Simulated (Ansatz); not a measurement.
# S on Ti(0001): change of the work function

Wanted: Δφ(θ) for S/Ti(0001), starting from the fcc site.

Main program and level: Ansatz 0.2.0; plane-wave DFT, PBE, Ansatz PAW.

## 1. The structure

The cell holds 4 atoms: 4 Ti. Cell: a = 2.950 Å, b = 2.950 Å, c = 25.027 Å, α = 90.0°, β = 90.0°, γ = 60.0°. Vacuum lies along c.

## 2. The clean slab

The bare slab comes first, as the zero from which every change is counted. The two lowest layers are held at bulk places and the upper ones relax. The dipole correction removes the false field that a one-sided slab makes across the periodic vacuum, so each face gets a flat vacuum level of its own.

File input.yaml:

```yaml
crystal:
  lattice:
    - [2.95, 0.0, 0.0]
    - [1.475, 2.5547749412, 0.0]
    - [0.0, 0.0, 25.0269]
  atoms:
    - { symbol: Ti, position: [0.6666666667, 0.6666666667, 0.3596130564] }
    - { symbol: Ti, position: [0.0, 0.0, 0.4532043521] }
    - { symbol: Ti, position: [0.6666666667, 0.6666666667, 0.5467956479] }
    - { symbol: Ti, position: [0.0, 0.0, 0.6403869436] }
kpoints:
  mp_grid: { grid: [12, 12, 1] }
hamiltonian:
  xc: pbe
scf:
  occupations: { method: fermi_dirac, width: 0.1 }
  convergence: { dr2_threshold: 1.0e-08 }
efield:
  axis: 3
  dipole_correction: true
  ramp_position: 0.97
  ramp_width: 0.06
relax:
  f_tol: 0.02
  max_steps: 60
  constraints: [{ sites: [0, 1] }]
output:
  write_potential: true
  write_density: true
  volumetric_format: npy
```

On the command line:

```console
ansatz run input.yaml --threads 4 --pin off --max-ram 16384MiB --backend cpu --events-out ev --progress --plain --runs-dir out
```

The log of the run:

```text
Engine: ansatz 0.2.0, aarch64-unknown-linux-gnu
Pseudopotentials: kind: paw
Pseudopotential: Ti, paw, valence charge 12, recommended cutoff 420 eV (normal), Ti.paw.azcp
Functional definition: PBE
  parameter kappa = 0.804
  parameter beta = 0.066725
  exchange = pbe_x(kappa = kappa, mu = beta*pi^2/3)
  correlation = pbe_c(beta = beta)
Crystal: 4 atoms, lattice volume = 188.617 Å³
Basis set: ecut = 420 eV, 3611 PW (Γ), exchange–correlation on 40×40×360 points (8 copies of the dense FFT grid, shifted against one another)
Bands: 29, of which v1, the nominal top of the filled ones, is band 24 counted from 1 (23 counted from 0)
Symmetry: 6 space group operations
k-points: 19 of 144 (time reversal used)
Non-local potential: Ti, projectors of the file, l = 0: 3, l = 1: 2, l = 2: 3, l = 3: 1
PAW form: soft (Blöchl's): semilocal exchange-correlation on the pseudo side does not see the compensation charge
PAW one-centre angular grid: Ti, 590 points (default); XC on 64 Gauss nodes
Initial density: superposition of atomic densities (neutral atoms: chi_scale 0, normalization atom), corrected by the library's trained network
Initial wavefunctions: pseudopotential atomic-orbital guess
Functional: x = pbe(κ = 0.804, μ = 0.219515), c = pbe(β = 0.066725)
SCF iter   1: F=—  HF=-9996.827743 eV  |F-HF|=—  |Δ(HF+E_count)|=         —  Δρ=6.22e-3  dr2=3.89e-1  ethr=1.77e-3  p=0.000 e·Å  D=5.72e-14 V/Å  ΔV_dip=-0.00 eV  dr2_dipole=9.47e-6  V_vac-E_F(+/−)=4.09/4.09 eV  ⟨swp⟩=7.0  Hψ=5629  notcnv=0
efield: sawtooth ramp at fractional position 0.9700 (set: `efield.ramp_position`, or a place that a band, a saddle search or an elastic batch's reference lends), width 0.0600; the density the first Hamiltonian is built on has a dipole p = 0.000 e·Å; the dipole correction subtracts the counter field D = 5.72e-14 V/Å, which shifts the + side's vacuum level by -0.00 eV against the − side's; the planar-averaged density in the ramp window peaks in size at 3.0e-5 e/Å³
automatic band count: the SCF goes on with 34 bands, as 29 were too few: the levels above may hold too much charge
preconditioner: auto → LDOS  [metal: Δε(μ)=0.033 eV  Ē_g=2.762 eV  σ=0.100 eV  W_gap=0.08  n_scr=16 (ndim 8)  ℏωp=10.8 eV  f_vac=0.550  D(μ)=8.41/eV (n_scr^D=88)  β→1.0]
SCF iter   2: F=—  HF=-9996.820566 eV  |F-HF|=—  |Δ(HF+E_count)|=   7.18e-3  Δρ=2.07e-3  dr2=1.66e-2  ethr=8.11e-4  p=-0.000 e·Å  D=-3.83e-5 V/Å  ΔV_dip=0.00 eV  dr2_dipole=2.48e-6  V_vac-E_F(+/−)=4.36/4.36 eV  ⟨swp⟩=1.9  Hψ=850  notcnv=0
SCF iter   3: F=—  HF=-9996.820324 eV  |F-HF|=—  |Δ(HF+E_count)|=   2.43e-4  Δρ=7.15e-4  dr2=2.59e-3  ethr=3.45e-5  p=-0.000 e·Å  D=-4.47e-5 V/Å  ΔV_dip=0.00 eV  dr2_dipole=9.85e-8  V_vac-E_F(+/−)=4.36/4.36 eV  ⟨swp⟩=2.1  Hψ=828  notcnv=0
SCF iter   4: F=—  HF=-9996.820197 eV  |F-HF|=—  |Δ(HF+E_count)|=   1.27e-4  Δρ=1.83e-4  dr2=7.43e-5  ethr=5.40e-6  p=-0.000 e·Å  D=-7.22e-6 V/Å  ΔV_dip=0.00 eV  dr2_dipole=6.13e-7  V_vac-E_F(+/−)=4.39/4.39 eV  ⟨swp⟩=2.0  Hψ=788  notcnv=0
SCF iter   5: F=—  HF=-9996.820294 eV  |F-HF|=—  |Δ(HF+E_count)|=   9.74e-5  Δρ=1.05e-4  dr2=4.27e-5  ethr=1.55e-7  p=-0.000 e·Å  D=-6.02e-6 V/Å  ΔV_dip=0.00 eV  dr2_dipole=2.14e-9  V_vac-E_F(+/−)=4.40/4.40 eV  ⟨swp⟩=3.4  Hψ=1271  notcnv=0
SCF iter   6: F=—  HF=-9996.820299 eV  |F-HF|=—  |Δ(HF+E_count)|=   5.17e-6  Δρ=3.45e-5  dr2=6.91e-6  ethr=8.90e-8  p=0.000 e·Å  D=5.34e-6 V/Å  ΔV_dip=-0.00 eV  dr2_dipole=4.49e-12  V_vac-E_F(+/−)=4.41/4.41 eV  ⟨swp⟩=2.2  Hψ=859  notcnv=0
SCF iter   7: F=—  HF=-9996.820326 eV  |F-HF|=—  |Δ(HF+E_count)|=   2.63e-5  Δρ=9.73e-6  dr2=2.31e-7  ethr=1.44e-8  p=0.000 e·Å  D=4.34e-6 V/Å  ΔV_dip=-0.00 eV  dr2_dipole=2.61e-10  V_vac-E_F(+/−)=4.41/4.41 eV  ⟨swp⟩=1.5  Hψ=670  notcnv=0
SCF iter   8: F=—  HF=-9996.820326 eV  |F-HF|=—  |Δ(HF+E_count)|=   3.11e-7  Δρ=4.96e-6  dr2=7.05e-8  ethr=4.82e-10  p=0.000 e·Å  D=3.41e-6 V/Å  ΔV_dip=-0.00 eV  dr2_dipole=1.15e-11  V_vac-E_F(+/−)=4.41/4.41 eV  ⟨swp⟩=3.0  Hψ=1249  notcnv=0
SCF iter   9: F=-9996.820326 eV  HF=-9996.820326 eV  |F-HF|=4.66e-9  |Δ(HF+E_count)|=   1.10e-8  Δρ=1.31e-6  dr2=3.16e-9  ethr=2.08e-11  p=0.000 e·Å  D=1.86e-6 V/Å  ΔV_dip=-0.00 eV  dr2_dipole=2.64e-11  V_vac-E_F(+/−)=4.41/4.41 eV  ⟨swp⟩=7.9  Hψ=4145  notcnv=0
SCF 1 converged in 9 iterations: F = -9996.820326 eV  dr2 = 3.16e-9
  greatest PAW one-centre occupation: 0.999 electrons in one spin orbital (limit 2), on the Ti atom at site 2 (counted from 0), in its partial waves of l = 0
relax step   1: F+E_penalty+E_count = -9996.82032589 eV  Δ(F+E_penalty+E_count) = +0.000e0 eV  max|allowed force component| = 6.136e-1 eV/Å  Δτ_max = 0.0000 Å  (9 SCF iters, accepted)
Bands: 34, of which v1, the nominal top of the filled ones, is band 24 counted from 1 (23 counted from 0)
Initial density: handed on by an earlier stage of this run
Initial wavefunctions: those handed on with the density
SCF iter   1: F=—  HF=-9997.020719 eV  |F-HF|=—  |Δ(HF+E_count)|=         —  Δρ=1.54e-2  dr2=3.23e0  ethr=3.10e-3  p=0.000 e·Å  D=6.90e-7 V/Å  ΔV_dip=-0.00 eV  dr2_dipole=2.03e-1  V_vac-E_F(+/−)=4.45/4.45 eV  ⟨swp⟩=4.8  Hψ=1854  notcnv=0
efield: sawtooth ramp at fractional position 0.9700 (set: `efield.ramp_position`, or a place that a band, a saddle search or an elastic batch's reference lends), width 0.0600; the density the first Hamiltonian is built on has a dipole p = 0.000 e·Å; the dipole correction subtracts the counter field D = 6.90e-7 V/Å, which shifts the + side's vacuum level by -0.00 eV against the − side's; the planar-averaged density in the ramp window peaks in size at 8.7e-6 e/Å³
preconditioner: auto → LDOS  [metal: Δε(μ)=0.006 eV  Ē_g=2.864 eV  σ=0.100 eV  W_gap=0.02  n_scr=16 (ndim 8)  ℏωp=10.8 eV  f_vac=0.560  D(μ)=7.32/eV (n_scr^D=62)  β→1.0]
SCF iter   2: F=—  HF=-9996.896701 eV  |F-HF|=—  |Δ(HF+E_count)|=   1.24e-1  Δρ=7.26e-3  dr2=5.18e-1  ethr=3.10e-3  p=0.018 e·Å  D=1.74e-2 V/Å  ΔV_dip=-0.44 eV  dr2_dipole=8.81e-2  V_vac-E_F(+/−)=4.00/4.43 eV  ⟨swp⟩=2.1  Hψ=1128  notcnv=0
SCF iter   3: F=—  HF=-9996.864918 eV  |F-HF|=—  |Δ(HF+E_count)|=   3.18e-2  Δρ=2.42e-3  dr2=6.44e-2  ethr=1.08e-3  p=0.007 e·Å  D=6.93e-3 V/Å  ΔV_dip=-0.17 eV  dr2_dipole=1.04e-2  V_vac-E_F(+/−)=4.26/4.43 eV  ⟨swp⟩=2.1  Hψ=988  notcnv=0
SCF iter   4: F=—  HF=-9996.859779 eV  |F-HF|=—  |Δ(HF+E_count)|=   5.14e-3  Δρ=9.85e-4  dr2=8.07e-3  ethr=1.34e-4  p=0.007 e·Å  D=6.69e-3 V/Å  ΔV_dip=-0.17 eV  dr2_dipole=2.47e-3  V_vac-E_F(+/−)=4.26/4.43 eV  ⟨swp⟩=2.1  Hψ=974  notcnv=0
SCF iter   5: F=—  HF=-9996.859571 eV  |F-HF|=—  |Δ(HF+E_count)|=   2.08e-4  Δρ=1.72e-4  dr2=9.56e-5  ethr=1.68e-5  p=0.006 e·Å  D=5.68e-3 V/Å  ΔV_dip=-0.14 eV  dr2_dipole=1.68e-5  V_vac-E_F(+/−)=4.29/4.43 eV  ⟨swp⟩=1.9  Hψ=759  notcnv=0
SCF iter   6: F=—  HF=-9996.859598 eV  |F-HF|=—  |Δ(HF+E_count)|=   2.75e-5  Δρ=9.00e-5  dr2=6.59e-5  ethr=1.99e-7  p=0.005 e·Å  D=5.13e-3 V/Å  ΔV_dip=-0.13 eV  dr2_dipole=5.10e-6  V_vac-E_F(+/−)=4.30/4.43 eV  ⟨swp⟩=2.3  Hψ=888  notcnv=0
SCF iter   7: F=—  HF=-9996.859606 eV  |F-HF|=—  |Δ(HF+E_count)|=   8.13e-6  Δρ=5.04e-5  dr2=8.15e-6  ethr=1.37e-7  p=0.005 e·Å  D=4.68e-3 V/Å  ΔV_dip=-0.12 eV  dr2_dipole=1.85e-6  V_vac-E_F(+/−)=4.31/4.43 eV  ⟨swp⟩=1.7  Hψ=678  notcnv=0
SCF iter   8: F=—  HF=-9996.859637 eV  |F-HF|=—  |Δ(HF+E_count)|=   3.11e-5  Δρ=1.65e-5  dr2=1.25e-6  ethr=1.70e-8  p=0.005 e·Å  D=4.37e-3 V/Å  ΔV_dip=-0.11 eV  dr2_dipole=3.61e-8  V_vac-E_F(+/−)=4.32/4.43 eV  ⟨swp⟩=2.5  Hψ=1020  notcnv=0
SCF iter   9: F=—  HF=-9996.859637 eV  |F-HF|=—  |Δ(HF+E_count)|=   1.30e-7  Δρ=6.35e-6  dr2=1.45e-7  ethr=2.60e-9  p=0.004 e·Å  D=4.27e-3 V/Å  ΔV_dip=-0.11 eV  dr2_dipole=6.59e-9  V_vac-E_F(+/−)=4.32/4.43 eV  ⟨swp⟩=2.1  Hψ=814  notcnv=0
SCF iter  10: F=—  HF=-9996.859637 eV  |F-HF|=—  |Δ(HF+E_count)|=   2.23e-8  Δρ=1.77e-6  dr2=1.75e-8  ethr=3.01e-10  p=0.004 e·Å  D=4.25e-3 V/Å  ΔV_dip=-0.11 eV  dr2_dipole=1.63e-9  V_vac-E_F(+/−)=4.32/4.43 eV  ⟨swp⟩=2.6  Hψ=940  notcnv=0
SCF iter  11: F=-9996.859637 eV  HF=-9996.859637 eV  |F-HF|=8.57e-10  |Δ(HF+E_count)|=   7.38e-9  Δρ=6.03e-7  dr2=2.44e-9  ethr=2.08e-11  p=0.004 e·Å  D=4.24e-3 V/Å  ΔV_dip=-0.11 eV  dr2_dipole=4.98e-10  V_vac-E_F(+/−)=4.32/4.43 eV  ⟨swp⟩=9.3  Hψ=3722  notcnv=0
SCF 2 converged in 11 iterations: F = -9996.859637 eV  dr2 = 2.44e-9
  greatest PAW one-centre occupation: 0.999 electrons in one spin orbital (limit 2), on the Ti atom at site 1 (counted from 0), in its partial waves of l = 0
relax step   2: F+E_penalty+E_count = -9996.85963747 eV  Δ(F+E_penalty+E_count) = -3.931e-2 eV  max|allowed force component| = 4.318e-1 eV/Å  Δτ_max = 0.1956 Å  (11 SCF iters, accepted)
iter 1 solved again at ethr=1.59e-3 eV; its pass at ethr=3.10e-3 eV (dr2=7.66e-1 eV) is discarded
SCF iter   1: F=—  HF=-9996.908496 eV  |F-HF|=—  |Δ(HF+E_count)|=         —  Δρ=7.69e-3  dr2=8.62e-1  ethr=1.59e-3  p=0.004 e·Å  D=4.24e-3 V/Å  ΔV_dip=-0.11 eV  dr2_dipole=4.10e-2  V_vac-E_F(+/−)=4.31/4.42 eV  ⟨swp⟩=1.0  Hψ=2302  notcnv=0
efield: sawtooth ramp at fractional position 0.9700 (set: `efield.ramp_position`, or a place that a band, a saddle search or an elastic batch's reference lends), width 0.0600; the density the first Hamiltonian is built on has a dipole p = 0.004 e·Å; the dipole correction subtracts the counter field D = 4.24e-3 V/Å, which shifts the + side's vacuum level by -0.11 eV against the − side's; the planar-averaged density in the ramp window peaks in size at 7.3e-6 e/Å³
preconditioner: auto → LDOS  [metal: Δε(μ)=0.012 eV  Ē_g=2.791 eV  σ=0.100 eV  W_gap=0.03  n_scr=16 (ndim 8)  ℏωp=10.8 eV  f_vac=0.555  D(μ)=7.84/eV (n_scr^D=74)  β→1.0]
SCF iter   2: F=—  HF=-9996.881424 eV  |F-HF|=—  |Δ(HF+E_count)|=   2.71e-2  Δρ=3.90e-3  dr2=1.36e-1  ethr=1.59e-3  p=-0.001 e·Å  D=-1.03e-3 V/Å  ΔV_dip=0.03 eV  dr2_dipole=2.98e-5  V_vac-E_F(+/−)=4.46/4.44 eV  ⟨swp⟩=2.1  Hψ=803  notcnv=0
SCF iter   3: F=—  HF=-9996.876836 eV  |F-HF|=—  |Δ(HF+E_count)|=   4.59e-3  Δρ=1.02e-3  dr2=7.96e-3  ethr=2.84e-4  p=0.001 e·Å  D=1.33e-3 V/Å  ΔV_dip=-0.03 eV  dr2_dipole=4.47e-4  V_vac-E_F(+/−)=4.39/4.43 eV  ⟨swp⟩=2.0  Hψ=893  notcnv=0
SCF iter   4: F=—  HF=-9996.876294 eV  |F-HF|=—  |Δ(HF+E_count)|=   5.42e-4  Δρ=2.15e-4  dr2=1.88e-4  ethr=1.66e-5  p=0.001 e·Å  D=1.32e-3 V/Å  ΔV_dip=-0.03 eV  dr2_dipole=4.33e-5  V_vac-E_F(+/−)=4.39/4.43 eV  ⟨swp⟩=2.0  Hψ=779  notcnv=0
SCF iter   5: F=—  HF=-9996.876314 eV  |F-HF|=—  |Δ(HF+E_count)|=   2.03e-5  Δρ=8.59e-5  dr2=4.19e-5  ethr=3.92e-7  p=0.002 e·Å  D=1.54e-3 V/Å  ΔV_dip=-0.04 eV  dr2_dipole=6.00e-6  V_vac-E_F(+/−)=4.39/4.42 eV  ⟨swp⟩=2.3  Hψ=962  notcnv=0
SCF iter   6: F=—  HF=-9996.876353 eV  |F-HF|=—  |Δ(HF+E_count)|=   3.85e-5  Δρ=3.19e-5  dr2=6.27e-6  ethr=8.73e-8  p=0.002 e·Å  D=1.75e-3 V/Å  ΔV_dip=-0.04 eV  dr2_dipole=2.46e-7  V_vac-E_F(+/−)=4.38/4.42 eV  ⟨swp⟩=2.0  Hψ=789  notcnv=0
SCF iter   7: F=—  HF=-9996.876383 eV  |F-HF|=—  |Δ(HF+E_count)|=   3.04e-5  Δρ=1.32e-5  dr2=9.85e-7  ethr=1.31e-8  p=0.002 e·Å  D=1.88e-3 V/Å  ΔV_dip=-0.05 eV  dr2_dipole=1.33e-7  V_vac-E_F(+/−)=4.38/4.42 eV  ⟨swp⟩=2.1  Hψ=797  notcnv=0
SCF iter   8: F=—  HF=-9996.876384 eV  |F-HF|=—  |Δ(HF+E_count)|=   1.86e-7  Δρ=5.15e-6  dr2=2.26e-7  ethr=2.05e-9  p=0.002 e·Å  D=1.96e-3 V/Å  ΔV_dip=-0.05 eV  dr2_dipole=1.79e-8  V_vac-E_F(+/−)=4.37/4.42 eV  ⟨swp⟩=2.1  Hψ=829  notcnv=0
SCF iter   9: F=-9996.876384 eV  HF=-9996.876384 eV  |F-HF|=5.95e-9  |Δ(HF+E_count)|=   1.34e-8  Δρ=1.63e-6  dr2=7.68e-9  ethr=2.08e-11  p=0.002 e·Å  D=1.99e-3 V/Å  ΔV_dip=-0.05 eV  dr2_dipole=3.83e-10  V_vac-E_F(+/−)=4.37/4.42 eV  ⟨swp⟩=8.6  Hψ=4536  notcnv=0
SCF 3 converged in 9 iterations: F = -9996.876384 eV  dr2 = 7.68e-9
relax step   3: F+E_penalty+E_count = -9996.87638356 eV  Δ(F+E_penalty+E_count) = -1.675e-2 eV  max|allowed force component| = 1.190e-2 eV/Å  Δτ_max = 0.0899 Å  (9 SCF iters, accepted)
NSCF: frozen V_eff on 19 k-points
the band table was solved once a step of the walk had ended and its energy, with any forces and stress, was formed, with the checks that follow a solve (2893 applications of the Hamiltonian). They found nothing against the state; the energy, forces and stress were not computed again (output.eigenvalues in the input reference)
WARN: The input density's exchange-correlation potential varies sharply where the density is thin. Do not read a vacuum level from v_tot or v_xc, or from such a field of the output density. On a cell that repeats whose density bears no net charge and no dipole along the vacuum's axis use v_es (v_loc + v_h of the components); under efield.dipole_correction with no amplitude use v_es + v_field, which holds any external [...]
SCF converged after 9 iterations
Free energy (F): -9996.876384 eV
Harris-Foulkes:  -9996.876384 eV  (|F-HF|=5.95e-9)
Internal energy: -9996.623465 eV  (E = F + TS)
E sigma→0 (E₀):  -9996.749924 eV
Entropy (-TS):   -0.252919 eV (-63.230 meV/atom)
Fermi energy:    2.290332 eV
Dipole field:    D = 0.002018 V/Å  (p = 0.002104 e·Å, saw-weighted, corrected)
Work function:   Φ+ = 4.3729 eV   Φ− = 4.4234 eV
Levels:          The Fermi level and band energies are counted from a zero that moves with the ramp; work functions are not
--- Per-component energies (eV) ---
  E_band       = -1160.708086
  E_kinetic    = 1085.706683
  E_local      = -50168.131695  (includes V_loc(G=0)·N_el)
  E_nonlocal   = 34.277157
  E_hartree    = 24527.751569
  E_xc         = -386.964372
  E_vxc        = -483.802244  (∫ρ·V_xc dr)
  E_paw        = -4190.770097  (= ΣΔE_a)
  E_vpaw       = -684.249600  (= ΣTr[D̂ρ^β])
  E_aug_tail   = 0.000492  (compensation charges beyond the density's cutoff)
  E_efield     = 0.000002  (sawtooth field / dipole correction)
  E_vefield    = 0.000915  (∫n·V_field dr)
  E_ewald      = 19101.506797
  E_smearing   = -0.252919  (= −TS)
  E_closure    = -0.000000  (closes the sum)
  Σ components = -9996.876384   (vs F -9996.876384, Δ=0.00e0)
--- Forces (eV/Å), atoms counted from 1 ---
  atom   1  Ti     0.00000000     0.00000000     0.60717096
  atom   2  Ti     0.00000000    -0.00000000    -0.58698495
  atom   3  Ti     0.00000000     0.00000000    -0.00824482
  atom   4  Ti    -0.00000000    -0.00000000    -0.01190260
  max |Σ_I F_I| component: 3.86e-5 eV/Å
--- Band table (eV; the first three rows and the last of 19) ---
  k-point 0: bands = [... 20 lower, 2.0512, 2.2819, 2.7160, 2.7943, 2.9364, 2.9364, 3.0094, 3.0094, ... 6 higher]
  k-point 1: bands = [... 20 lower, 1.9894, 2.2496, 2.5399, 2.6448, 2.8456, 2.9373, 3.0405, 3.0898, ... 6 higher]
  k-point 2: bands = [... 20 lower, 1.7486, 2.0197, 2.1514, 2.4575, 2.5617, 2.7274, 3.0024, 3.2370, ... 6 higher]
  k-point 18: bands = [... 20 lower, 1.1279, 1.5089, 1.5929, 2.2386, 2.2466, 2.3803, 2.4174, 2.5706, ... 6 higher]
--- Relaxed structure (3 steps of the walk, 3 accepted, 0 SCFs on fresh bases) ---
  F+E_penalty+E_count = -9996.87638356 eV   max|allowed force component| = 1.190e-2 eV/Å
  atoms:
    - { symbol: Ti, position: [0.666667, 0.666667, 0.3596130564] }
    - { symbol: Ti, position: [0.0, 0.0, 0.4532043521] }
    - { symbol: Ti, position: [0.666667, 0.666667, 0.549513] }
    - { symbol: Ti, position: [0, 0, 0.636167] }
```

Run time: 17 s. Hardware: 4 threads of Arm Neoverse N1, shared host; peak memory 0.5 GiB; 63 s of CPU time.

Reading the cycles: dr2 is the Hartree energy of the density residual (eV), the measure of convergence; HF is the Harris–Foulkes estimate of the energy, which meets the free energy F at convergence.

The steps of the relaxation:

| step | energy less that of the first step (eV) | largest force component (eV/Å) |
| --- | --- | --- |
| 1 | 0.0000 | 0.6136 |
| 2 | -0.0393 | 0.4318 |
| 3 | -0.0561 | 0.0119 |

The run keeps the 6 symmetry operations that the program found, so distortions that break them were not tested.

The atoms that moved most (Å):

| atom | dx | dy | dz | length |
| --- | --- | --- | --- | --- |
| Ti4 | 0.000 | 0.000 | -0.106 | 0.106 |
| Ti3 | 0.000 | 0.000 | 0.068 | 0.068 |

The relaxed structure:

```xyz
4
Lattice="2.9500 0.0000 0.0000 1.4750 2.5548 0.0000 0.0000 0.0000 25.0269" Properties=species:S:1:pos:R:3
Ti    2.9500    1.7032    9.0000
Ti    0.0000    0.0000   11.3423
Ti    2.9500    1.7032   13.7526
Ti    0.0000    0.0000   15.9213
```

This step gave:

```yaml
energy_at_zero_smearing: -9996.7499 eV
work_function_upper_face: 4.373 eV
work_function_lower_face: 4.423 eV
dipole_along_the_normal: 0.002104 e·Å
step_between_the_vacuum_levels: -0.05051 eV
```

Running mean over 2.342 Å of the planar mean; the ramp of the sawtooth is left out. Electron's electrostatic potential energy less the Fermi level against z:

z (Å), electron's electrostatic potential energy less the Fermi level (eV) and a bar from the least value:
```
        4       4.42 ##############################
        5       4.40 ##############################
        6       4.24 ##############################
        7       2.89 ##########################
        8      -3.13 ###########
        9      -6.74 ##
       10      -6.59 ###
       11      -6.58 ###
       12      -6.38 ###
       13      -6.32 ###
       14      -6.94 ##
       15      -7.68 
       16      -6.81 ##
       17      -2.61 #############
       18       3.07 ###########################
       19       4.22 #############################
       20       4.36 ##############################
       21       4.37 ##############################
```

The relaxation took 3 steps and lowered the energy by 0.056 eV; the largest force on the free atoms ends at 0.012 eV/Å.

The work function of the upper face is 4.37 eV.

(Part 1 of 4 ends here.)

[Long decimals in the printed logs are rounded to 6 places.]

[Logs are printed without paths, hosts, clocks, repeated set-up lines and the standing remarks that a program may print on its own settings, such as how far it seeks lower states.]

[Hosts, paths, dates, database ids (printed as entryN), source tags and the programs' standing remarks are cut or masked in the printed files.]

[Maps of the electrostatic potential energy from Ansatz leave out the sawtooth potential of an applied field or a dipole correction, so their vacuum need not be flat; planar profiles and work functions include it.]
